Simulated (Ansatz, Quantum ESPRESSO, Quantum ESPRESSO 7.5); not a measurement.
## Screening and band shifts of Y2NF2 MXene, 1 layer

Aim: how Y2NF2 MXene, 1 layer screens a field along its normal, and what the field does to its bands.

Program: Quantum ESPRESSO 7.5. Level of theory: plane-wave DFT, RPBE, GBRV ultrasoft pseudopotentials made under PBE (geometry and cross-check by Ansatz 0.2.0 with PAW datasets; geometry under PBE). Results are calculated unless marked as measured.

Report form: the programs' logs are mostly left out.

### 1. Set-up

The cell holds 5 atoms: 2 F, 2 Y and 1 N. Its edges and angles: a = 3.406 Å, b = 3.406 Å, c = 21.995 Å, α = 90.0°, β = 90.0°, γ = 120.0°. It derives from Y2NF2. Vacuum lies along c.

Structure file:

```cif
data_structure
_symmetry_space_group_name_H-M 'P 1'
_symmetry_Int_Tables_number 1
_cell_length_a 3.4063
_cell_length_b 3.4063
_cell_length_c 21.9953
_cell_angle_alpha 90.000
_cell_angle_beta 90.000
_cell_angle_gamma 120.000
_cell_volume 221.01
loop_
_atom_site_label
_atom_site_type_symbol
_atom_site_fract_x
_atom_site_fract_y
_atom_site_fract_z
_atom_site_occupancy
F1 F 0.33333 0.66667 0.38645 1
Y2 Y 0.66667 0.33333 0.43890 1
N3 N 0.00000 0.00000 0.50000 1
Y4 Y 0.33333 0.66667 0.56110 1
F5 F 0.66667 0.33333 0.61355 1
```

This run has no spin polarisation although its electron count is odd. A spin-polarised state was not tried and may lie lower.

### 2. Geometry from Ansatz

A relaxation in Ansatz fixes the structure of this slab for the runs on it.

File input.yaml:

```yaml
crystal:
  lattice:
    - [3.40626, 0.0, 0.0]
    - [-1.70313, 2.9499076919, 0.0]
    - [0.0, 0.0, 21.9953007067]
  atoms:
    - { symbol: F, position: [0.3333333333, 0.6666666667, 0.3864461829] }
    - { symbol: "Y", position: [0.6666666667, 0.3333333333, 0.4388951548] }
    - { symbol: "N", position: [0.0, 0.0, 0.5] }
    - { symbol: "Y", position: [0.3333333333, 0.6666666667, 0.5611048452] }
    - { symbol: F, position: [0.6666666667, 0.3333333333, 0.6135538171] }
kpoints:
  mp_grid: { grid: [12, 12, 1] }
hamiltonian:
  xc: pbe
scf:
  occupations: { method: fermi_dirac, width: 0.05 }
  convergence: { dr2_threshold: 1.0e-08 }
efield:
  axis: 3
  dipole_correction: true
  ramp_position: 0.97
  ramp_width: 0.04
relax:
  f_tol: 0.01
  cell: { fix: [c, alpha, beta] }
output:
  write_potential: true
  write_density: true
  volumetric_format: npy
```

Command:

```bash
> ansatz run input.yaml --threads 4 --pin off --max-ram 8192MiB --backend cpu --events-out ev --progress --plain --runs-dir out
```

It took 22 s on 4 threads of Intel Xeon Platinum 8259CL at 2.50GHz (Skylake/Cascade Lake), shared host; peak memory 0.63 GiB; 70 s of CPU time.

Relaxation path:

| step | energy less that of the first step (eV) | largest force component (eV/Å) | pressure (GPa) | volume (Å³) |
| --- | --- | --- | --- | --- |
| 1 | 0.0000 | 1.0498 | 2.44 | 221.01 |
| 2 | -0.1317 | 0.6361 | -0.14 | 229.55 |
| 3 | -0.0474 | 1.0676 | -1.61 | 229.85 |
| 4 | -0.1498 | 0.0361 | -0.15 | 228.89 |
| 5 | -0.1508 | 0.0024 | -0.04 | 228.27 |
| 6* | -0.1589 | 0.0027 | 0.03 | 228.27 |

Relaxation steps marked * repeat the geometry before them on a plane-wave basis chosen anew for their cell, so energy and pressure can jump there. Relaxation step 3 was tried and not accepted.

| cell as run | before | after | change |
| --- | --- | --- | --- |
| a (Å) | 3.406 | 3.462 | +1.6 % |
| b (Å) | 3.406 | 3.462 | +1.6 % |

The atoms that moved most (Å, along periodic axes as changes of fractional coordinates times the final cell, across vacuum about the mean position):

| atom | dx | dy | dz | length |
| --- | --- | --- | --- | --- |
| F5 | 0.000 | 0.000 | 0.085 | 0.085 |
| F1 | 0.000 | 0.000 | -0.085 | 0.085 |
| Y4 | 0.000 | 0.000 | -0.013 | 0.013 |
| Y2 | 0.000 | 0.000 | 0.013 | 0.013 |

The relaxed structure:

```xyz
5
Lattice="3.4618 0.0000 0.0000 -1.7309 2.9980 0.0000 0.0000 0.0000 21.9953" Properties=species:S:1:pos:R:3
F     0.0000    1.9986    8.4153
Y     1.7309    0.9993    9.6663
N     0.0000    0.0000   10.9977
Y     0.0000    1.9986   12.3290
F     1.7309    0.9993   13.5800
```

This step gave:

```
free energy                     : -9706.5452 eV
energy at zero smearing         : -9706.5409 eV
smearing term TS                : 0.008661 eV
Fermi energy                    : 1.687 eV
symmetry operations             : 6
work function of the upper face : 3.171 eV
work function of the lower face : 3.171 eV
dipole along the normal         : 7.59e-7 e·Å
```

### 3. Ground state: no field

The zero-field run is the reference. tefield and dipfield are on already, so that all runs share k-points and boundary.

Level of this step: plane-wave DFT, RPBE, GBRV ultrasoft pseudopotentials made under PBE (Quantum ESPRESSO 7.5). input_dft overrides the functional of the files.

File f0.in:

```
&control
  prefix = 'f0'
  outdir = './out'
  pseudo_dir = './pseudo'
  calculation = 'scf'
  tprnfor = .true.
  tefield = .true.
  dipfield = .true.
/
&system
  ibrav = 0
  nat = 5
  ntyp = 3
  ecutwfc = 40
  ecutrho = 200
  input_dft = 'rpbe'
  occupations = 'smearing'
  smearing = 'fd'
  degauss = 0.004
  edir = 3
  emaxpos = 0.97
  eopreg = 0.04
  eamp = 0.0
/
&electrons
  conv_thr = 1e-09
  mixing_beta = 0.4
  electron_maxstep = 120
  mixing_mode = 'plain'
/
ATOMIC_SPECIES
  F   18.9984  f_pbe_v1.4.uspp.F.UPF
  Y   88.9058  y_pbe_v1.4.uspp.F.UPF
  N   14.0070  n_pbe_v1.2.uspp.F.UPF
CELL_PARAMETERS angstrom
  3.46175244084203 0.00000000000000 0.00000000000000
  -1.73087622042101 2.99796555538198 0.00000000000000
  0.00000000000000 0.00000000000000 21.99530070670000
ATOMIC_POSITIONS crystal
  F   0.333333333333 0.666666666667 0.382595270704
  Y   0.666666666667 0.333333333333 0.439472193567
  N   -0.000000000000 0.000000000000 0.499999998864
  Y   0.333333333333 0.666666666667 0.560527802160
  F   0.666666666667 0.333333333333 0.617404734704
K_POINTS automatic
  12 12 1 0 0 0
```

Command:

```bash
> OMP_NUM_THREADS=1 mpirun -n 4 pw.x -nk 4 -in f0.in > f0.out
```

Run time: 99 s. Hardware: 4 MPI ranks; peak memory 0.78 GiB; 6.6 min of CPU time.

Read from the output:

* free energy: -4135.1950 eV
* energy at zero smearing: -4135.1898 eV
* Fermi energy: 1.896 eV
* dipole along the normal: -4.16e-5 e·Å

The run needed 13 iterations to bring the estimated error under 1e-09 Ry; the largest force on any atom, held or free, is 0.21 eV/Å.

### 4. Electrostatic potential

plot_num = 11 writes the bare and Hartree potential. It leaves out exchange and correlation, which fade slowly, so it flattens close to the surface.

File f0.pot.in:

```
&inputpp
  prefix = 'f0'
  outdir = './out'
  filplot = 'f0.pot.dat'
  plot_num = 11
/
```

Command:

```bash
> OMP_NUM_THREADS=1 mpirun -n 4 pp.x -in f0.pot.in > f0.pot.out
```

Wall time 1.8 s (4 MPI ranks); peak memory 0.1 GiB; 6.3 s of CPU time.

Numbers from this step:

| Property | Result |
| --- | --- |
| work function of the upper face | 3.016 eV |
| slope of the potential above | 1.31e-5 eV/Å |
| upper vacuum line continued to the top atoms, over the Fermi level | 3.016 eV |
| work function of the lower face | 3.016 eV |
| slope of the potential below | -1.04e-5 eV/Å |
| lower vacuum line continued to the bottom atoms, over the Fermi level | 3.016 eV |

The vacuum is flat to 0.1 meV/Å, so its level is well defined. Inside the slab the curve depends on the local part of the pseudopotentials; only the vacuum level has a meaning of its own.

### 5. Bands along a path: no field

The density is frozen and the levels are solved along a path.

f0.bands.in, as its differences from the input of step 3:

```diff
@@ -1,7 +1,6 @@
 &control
-  prefix = 'f0'
+  prefix = 'f0.bands'
   outdir = './out'
   pseudo_dir = './pseudo'
-  calculation = 'scf'
-  tprnfor = .true.
+  calculation = 'bands'
   tefield = .true.
@@ -23,8 +22,9 @@
   eamp = 0.0
+  nbnd = 26
 /
 &electrons
-  conv_thr = 1e-09
+  conv_thr = 1e-07
   mixing_beta = 0.4
   electron_maxstep = 120
-  mixing_mode = 'plain'
+  mixing_mode = 'local-TF'
 /
@@ -44,3 +44,7 @@
   F   0.666666666667 0.333333333333 0.617404734704
-K_POINTS automatic
-  12 12 1 0 0 0
+K_POINTS crystal_b
+4
+  0.0000000000 0.0000000000 0.0000000000 14
+  0.5000000000 0.0000000000 0.0000000000 14
+  0.3333333333 0.3333333333 0.0000000000 14
+  0.0000000000 0.0000000000 0.0000000000 1
```

Command:

```bash
> cp -r out/f0.save out/f0.bands.save
> cp out/f0.xml out/f0.bands.xml
> OMP_NUM_THREADS=1 mpirun -n 4 pw.x -nk 4 -in f0.bands.in > f0.bands.out
```

Run time: 58 s. Hardware: 4 MPI ranks; peak memory 0.38 GiB; 3.9 min of CPU time.

Band numbers count within the set of bands kept for display. The electronic bands at the labelled points (eV, zero at the Fermi level; # counts the bands kept):

| point | #6 | #7 | #8 | #9 | #10 | #11 | #12 | #13 |
| --- | --- | --- | --- | --- | --- | --- | --- | --- |
| Γ | -7.26 | -4.51 | -3.62 | -3.62 | 1.10 | 1.38 | 1.38 | 1.43 |
| halfway | -7.22 | -4.31 | -4.15 | -3.68 | -0.10 | 1.77 | 2.27 | 2.49 |
| M | -7.09 | -4.58 | -3.93 | -3.68 | -0.95 | 2.33 | 3.33 | 3.64 |
| halfway | -7.07 | -4.52 | -4.01 | -3.93 | -0.17 | 2.50 | 2.53 | 2.95 |
| K | -7.06 | -4.36 | -4.36 | -3.94 | 1.33 | 1.71 | 1.71 | 2.91 |
| halfway | -7.18 | -4.31 | -4.12 | -3.86 | 0.41 | 0.79 | 2.64 | 2.74 |
| Γ | -7.26 | -4.51 | -3.62 | -3.62 | 1.10 | 1.38 | 1.38 | 1.43 |

### 6. SCF with pw.x: field 0.1 V/Å

eamp is the field in Hartree atomic units (1 a.u. = 51.42 V/Å). With dipfield on, it is the field in the vacuum beside an isolated sheet. The run starts from the density of the one before.

f1.in, as its differences from the input of step 3:

```diff
@@ -1,3 +1,3 @@
 &control
-  prefix = 'f0'
+  prefix = 'f1'
   outdir = './out'
@@ -22,3 +22,3 @@
   eopreg = 0.04
-  eamp = 0.0
+  eamp = 0.00194469
 /
@@ -29,2 +29,3 @@
   mixing_mode = 'plain'
+  startingpot = 'file'
 /
```

Command:

```bash
> cp -r out/f0.save out/f1.save
> OMP_NUM_THREADS=1 mpirun -n 4 pw.x -nk 4 -in f1.in > f1.out
```

Elapsed: 91 s, on 4 MPI ranks; peak memory 0.65 GiB; 6 min of CPU time.

Read from the output:

| Quantity | Value |
| --- | --- |
| free energy | -4135.1965 eV |
| energy at zero smearing | -4135.1913 eV |
| Fermi energy | 1.912 eV |
| dipole along the normal | 0.03002 e·Å |

The dipole goes from -0.0000 to 0.0300 e Å, 0.3006 e Å per V/Å.

### 7. Potential by pp.x

File f1.pot.in:

```
&inputpp
  prefix = 'f1'
  outdir = './out'
  filplot = 'f1.pot.dat'
  plot_num = 11
/
```

Command:

```bash
> OMP_NUM_THREADS=1 mpirun -n 4 pp.x -in f1.pot.in > f1.pot.out
```

Wall time 1.8 s (4 MPI ranks); peak memory 0.1 GiB; 6.4 s of CPU time.

This step gave:

* slope of the potential above: 0.1000 eV/Å
* upper vacuum line continued to the top atoms, over the Fermi level: 3.013 eV
* slope of the potential below: 0.09999 eV/Å
* lower vacuum line continued to the bottom atoms, over the Fermi level: 3.020 eV

The slope in the vacuum is 0.100 eV/Å for an applied 0.10 V/Å, as it should be.

### 8. Self-consistent run: field 0.2 V/Å

f2.in, as its differences from the input of step 6:

```diff
@@ -1,3 +1,3 @@
 &control
-  prefix = 'f1'
+  prefix = 'f2'
   outdir = './out'
@@ -22,3 +22,3 @@
   eopreg = 0.04
-  eamp = 0.00194469
+  eamp = 0.00388938
 /
```

Command:

```bash
> cp -r out/f0.save out/f2.save
> OMP_NUM_THREADS=1 mpirun -n 4 pw.x -nk 4 -in f2.in > f2.out
```

Elapsed: 1.7 min, on 4 MPI ranks; peak memory 0.6 GiB.

Numbers from this step:

* free energy: -4135.2010 eV
* energy at zero smearing: -4135.1958 eV
* Fermi energy: 1.928 eV
* dipole along the normal: 0.06008 e·Å

The dipole goes from -0.0000 to 0.0601 e Å, 0.3006 e Å per V/Å.

### 9. Electrostatic potential

File f2.pot.in:

```
&inputpp
  prefix = 'f2'
  outdir = './out'
  filplot = 'f2.pot.dat'
  plot_num = 11
/
```

Command:

```bash
> OMP_NUM_THREADS=1 mpirun -n 4 pp.x -in f2.pot.in > f2.pot.out
```

Run time: 2.1 s. Hardware: 4 MPI ranks; peak memory 0.25 GiB; 7.8 s of CPU time.

Read from the output:

| Item | Value |
| --- | --- |
| slope of the potential above | 0.2000 eV/Å |
| upper vacuum line continued to the top atoms, over the Fermi level | 3.010 eV |
| slope of the potential below | 0.2000 eV/Å |
| lower vacuum line continued to the bottom atoms, over the Fermi level | 3.025 eV |

The slope in the vacuum is 0.200 eV/Å for an applied 0.20 V/Å, as it should be.

### 10. Band structure: field 0.2 V/Å

f2.bands.in, as its differences from the input of step 5:

```diff
@@ -1,3 +1,3 @@
 &control
-  prefix = 'f0.bands'
+  prefix = 'f2.bands'
   outdir = './out'
@@ -21,3 +21,3 @@
   eopreg = 0.04
-  eamp = 0.0
+  eamp = 0.00388938
   nbnd = 26
```

Command:

```bash
> cp -r out/f2.save out/f2.bands.save
> cp out/f2.xml out/f2.bands.xml
> OMP_NUM_THREADS=1 mpirun -n 4 pw.x -nk 4 -in f2.bands.in > f2.bands.out
```

Elapsed: 59 s, on 4 MPI ranks; peak memory 0.38 GiB.

Band numbers count within the set of bands kept for display. Electronic bands along the path, in eV, zero at the Fermi level; # counts the bands kept:

| point | #6 | #7 | #8 | #9 | #10 | #11 | #12 | #13 |
| --- | --- | --- | --- | --- | --- | --- | --- | --- |
| Γ | -7.21 | -4.51 | -3.62 | -3.62 | 1.02 | 1.38 | 1.38 | 1.43 |
| halfway | -7.16 | -4.31 | -4.15 | -3.68 | -0.10 | 1.76 | 2.16 | 2.49 |
| M | -7.01 | -4.58 | -3.93 | -3.68 | -0.95 | 2.33 | 3.32 | 3.64 |
| halfway | -6.99 | -4.52 | -4.01 | -3.93 | -0.17 | 2.49 | 2.54 | 2.94 |
| K | -6.97 | -4.36 | -4.36 | -3.94 | 1.33 | 1.71 | 1.71 | 2.91 |
| halfway | -7.12 | -4.31 | -4.12 | -3.86 | 0.41 | 0.79 | 2.47 | 2.83 |
| Γ | -7.21 | -4.51 | -3.62 | -3.62 | 1.02 | 1.38 | 1.38 | 1.43 |

Upper empty bands that drop with the field can be states of the vacuum, held by the sawtooth; they depend on the cell's width.

### 11. SCF with pw.x: field 0.3 V/Å

f3.in, as its differences from the input of step 8:

```diff
@@ -1,3 +1,3 @@
 &control
-  prefix = 'f2'
+  prefix = 'f3'
   outdir = './out'
@@ -22,3 +22,3 @@
   eopreg = 0.04
-  eamp = 0.00388938
+  eamp = 0.00583407
 /
```

Command:

```bash
> cp -r out/f0.save out/f3.save
> OMP_NUM_THREADS=1 mpirun -n 4 pw.x -nk 4 -in f3.in > f3.out
```

It took 2.4 min on 4 MPI ranks; peak memory 0.64 GiB.

Numbers from this step:

| Item | Value |
| --- | --- |
| free energy | -4135.2085 eV |
| energy at zero smearing | -4135.2033 eV |
| Fermi energy | 1.943 eV |
| dipole along the normal | 0.09013 e·Å |

The dipole goes from -0.0000 to 0.0901 e Å, 0.3006 e Å per V/Å.

### 12. Electrostatic potential

File f3.pot.in:

```
&inputpp
  prefix = 'f3'
  outdir = './out'
  filplot = 'f3.pot.dat'
  plot_num = 11
/
```

Command:

```bash
> OMP_NUM_THREADS=1 mpirun -n 4 pp.x -in f3.pot.in > f3.pot.out
```

Wall time 1.9 s (4 MPI ranks); peak memory 0.11 GiB.

This step gave:

- slope of the potential above: 0.3000 eV/Å
- upper vacuum line continued to the top atoms, over the Fermi level: 3.009 eV
- slope of the potential below: 0.3000 eV/Å
- lower vacuum line continued to the bottom atoms, over the Fermi level: 3.031 eV

The slope in the vacuum is 0.300 eV/Å for an applied 0.30 V/Å, as it should be.

Each curve counts from the Fermi level of its own run.

The runs together. Potential energy against z:

| z (Å) | potential at 0 V/Å (eV) | potential at 0.1 V/Å (eV) | potential at 0.2 V/Å (eV) | potential at 0.3 V/Å (eV) |
| --- | --- | --- | --- | --- |
| 0 | 3.02 | 2.60 | 2.18 | 1.76 |
| 1 | 3.02 | 2.28 | 1.54 | 0.806 |
| 2 | 3.02 | 2.38 | 1.74 | 1.11 |
| 3 | 3.02 | 2.48 | 1.94 | 1.41 |
| 4 | 3.02 | 2.58 | 2.14 | 1.71 |
| 5 | 3.02 | 2.68 | 2.34 | 2.01 |
| 6 | 3.01 | 2.78 | 2.54 | 2.30 |
| 7 | 2.92 | 2.78 | 2.65 | 2.51 |
| 8 | -1.24 | -1.30 | -1.36 | -1.42 |
| 9 | -9.56 | -9.58 | -9.60 | -9.62 |
| 10 | -17.9 | -17.9 | -17.9 | -17.9 |
| 11 | -8.93 | -8.93 | -8.93 | -8.93 |
| 12 | -18.0 | -18.0 | -18.0 | -18.0 |
| 13 | -9.48 | -9.45 | -9.43 | -9.41 |
| 14 | -1.17 | -1.11 | -1.04 | -0.980 |
| 15 | 2.93 | 3.07 | 3.21 | 3.35 |
| 16 | 3.01 | 3.25 | 3.49 | 3.73 |
| 17 | 3.02 | 3.35 | 3.69 | 4.03 |
| 18 | 3.02 | 3.46 | 3.89 | 4.33 |
| 19 | 3.02 | 3.55 | 4.09 | 4.63 |
| 20 | 3.02 | 3.66 | 4.29 | 4.93 |
| 21 | 3.02 | 3.76 | 4.49 | 5.23 |

### 13. Bands along a path: field 0.3 V/Å

f3.bands.in, as its differences from the input of step 10:

```diff
@@ -1,3 +1,3 @@
 &control
-  prefix = 'f2.bands'
+  prefix = 'f3.bands'
   outdir = './out'
@@ -21,3 +21,3 @@
   eopreg = 0.04
-  eamp = 0.00388938
+  eamp = 0.00583407
   nbnd = 26
```

Command:

```bash
> cp -r out/f3.save out/f3.bands.save
> cp out/f3.xml out/f3.bands.xml
> OMP_NUM_THREADS=1 mpirun -n 4 pw.x -nk 4 -in f3.bands.in > f3.bands.out
```

Run time: 61 s. Hardware: 4 MPI ranks; peak memory 0.38 GiB.

Band numbers count within the set of bands kept for display. The electronic bands at the labelled points (eV, zero at the Fermi level; # counts the bands kept):

| point | #6 | #7 | #8 | #9 | #10 | #11 | #12 | #13 |
| --- | --- | --- | --- | --- | --- | --- | --- | --- |
| Γ | -7.17 | -4.51 | -3.62 | -3.62 | 0.88 | 1.37 | 1.38 | 1.38 |
| halfway | -7.12 | -4.31 | -4.15 | -3.68 | -0.10 | 1.75 | 2.00 | 2.45 |
| M | -6.96 | -4.57 | -3.93 | -3.68 | -0.95 | 2.33 | 3.31 | 3.64 |
| halfway | -6.94 | -4.52 | -4.01 | -3.93 | -0.17 | 2.48 | 2.55 | 2.94 |
| K | -6.92 | -4.36 | -4.36 | -3.94 | 1.33 | 1.71 | 1.71 | 2.91 |
| halfway | -7.08 | -4.31 | -4.12 | -3.86 | 0.41 | 0.79 | 2.30 | 2.82 |
| Γ | -7.17 | -4.51 | -3.62 | -3.62 | 0.88 | 1.37 | 1.38 | 1.38 |

Upper empty bands that drop with the field can be states of the vacuum, held by the sawtooth; they depend on the cell's width.

### 14. Density by pp.x

The density shows how far the electrons spill into the vacuum.

File f0.rho.in:

```
&inputpp
  prefix = 'f0'
  outdir = './out'
  filplot = 'f0.rho.dat'
  plot_num = 0
/
```

Command:

```bash
> OMP_NUM_THREADS=1 mpirun -n 4 pp.x -in f0.rho.in > f0.rho.out
```

It took 2.1 s on 4 MPI ranks; peak memory 0.25 GiB.

Read from the output:

```
electrons by integration : 41.00 e
```

The valence density, planar mean oscillates, so the rows of the table below give means over windows of 1.26 Å about each position, cut where the curve ends. Its maxima inside the range that stand out by 2 % of the span (Å: e/Å³): 8.5: 0.891, 9.9: 0.695, 11.0: 0.582, 12.1: 0.695, 13.5: 0.891. Its minima: 8.9: 0.496, 10.4: 0.466, 11.6: 0.466, 13.1: 0.496.

Mean over planes. The valence density, planar mean by z; means over each step:

| z (Å) | valence density, planar mean (e/Å³) |
| --- | --- |
| 4.41 | 1.5e-6 |
| 5.67 | 1.2e-4 |
| 6.93 | 0.0119 |
| 8.19 | 0.528 |
| 9.45 | 0.638 |
| 10.71 | 0.541 |
| 11.97 | 0.613 |
| 13.23 | 0.679 |
| 14.49 | 0.124 |
| 15.75 | 9.0e-4 |
| 17.01 | 1.1e-5 |

Valence density in the ca plane at fractional y = 0.333, with atoms of Y and F within 0.2 Å of it. It is the smooth field of the valence electrons, not physical close to the nuclei.

Ten steps, logarithmic in the rise over the least value, from '0' (0 e/Å³) to '9' (11 e/Å³), each cell a mean:
```
00000000000000000124553221111234310000000000
00000000000000000146765311111467631000000000
00000000000000000257566311112589851000000000
00000000000000000257666311112479741000000000
00000000000000000135664211111345420000000000
00000000000000001122332222222222100000000000
00000000000000011221112233333210000000000000
00000000000000012221112333333210000000000000
00000000000000001111222222222211100000000000
```
Columns run along c (16.0 Å, from fractional 0.11 to 0.83 of the cell), rows up along a (3.5 Å). Atoms in or near the plane, at fractional coordinates: Y at (0.44, 0.67), F at (0.62, 0.67).

The density integrates to 41.000 electrons, as the 41 of the input ask.

### 15. Density by pp.x

File f2.rho.in:

```
&inputpp
  prefix = 'f2'
  outdir = './out'
  filplot = 'f2.rho.dat'
  plot_num = 0
/
```

Command:

```bash
> OMP_NUM_THREADS=1 mpirun -n 4 pp.x -in f2.rho.in > f2.rho.out
```

It took 2.1 s on 4 MPI ranks; peak memory 0.25 GiB; 7.6 s of CPU time.

(Continued in part 2 of 2.)

[Logs are printed without paths, hosts, clocks, repeated set-up lines and the standing remarks that a program may print on its own settings, such as how far it seeks lower states.]

[Hosts, paths, dates, database ids (printed as entryN), source tags and the programs' standing remarks are cut or masked in the printed files.]

[Maps of the electrostatic potential energy from Ansatz leave out the sawtooth potential of an applied field or a dipole correction, so their vacuum need not be flat; planar profiles and work functions include it.]
